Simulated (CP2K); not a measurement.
Two runs for the C K edge of silylacetylene. Run A: CP2K XAS_TDP, all-electron GAPW, PBEh(45%), aug-pc-1, TDA, no relativity. Run B differs in one setting.

First lines with a strength over 0.0015. A:

```
                   atom  energy (eV)  states  strength, one atom
 C1 (bonded to C and H)       281.34       2              0.1031
                              284.31       1              0.0071
                              284.84       1              0.0035
                              285.48       3              0.0058
                              286.19       1              0.0051
C2 (bonded to C and Si)       281.06       2              0.0830
                              283.98       1              0.0022
                              284.23       1              0.0067
                              284.79       2              0.0123
                              285.49       2              0.0036
```

B:

```
                   atom  energy (eV)  states  strength, one atom
 C1 (bonded to C and H)       287.08       2              0.1010
                              290.05       1              0.0069
                              290.58       1              0.0034
                              291.22       3              0.0057
                              291.93       1              0.0050
C2 (bonded to C and Si)       286.58       2              0.0814
                              289.51       1              0.0021
                              289.75       1              0.0066
                              290.31       2              0.0120
                              291.01       2              0.0036
```

Which was it: the functional, scalar relativity switched on, the basis, GW2X switched on?

GW2X switched on. GW2X shifts an atom's lines together and keeps their spacings. Against PBEh(45%) in aug-pc-1, the leading lines move by +5.74 eV (C1, to 287.08) and +5.52 eV (C2, to 286.58).

[Banner, clock and machine lines of the logs are left out without a mark of their own.]

[Logs are printed without paths, hosts, clocks, repeated set-up lines and the standing remarks that a program may print on its own settings, such as how far it seeks lower states.]

[Hosts, paths, dates, database ids (printed as entryN), source tags and the programs' standing remarks are cut or masked in the printed files.]
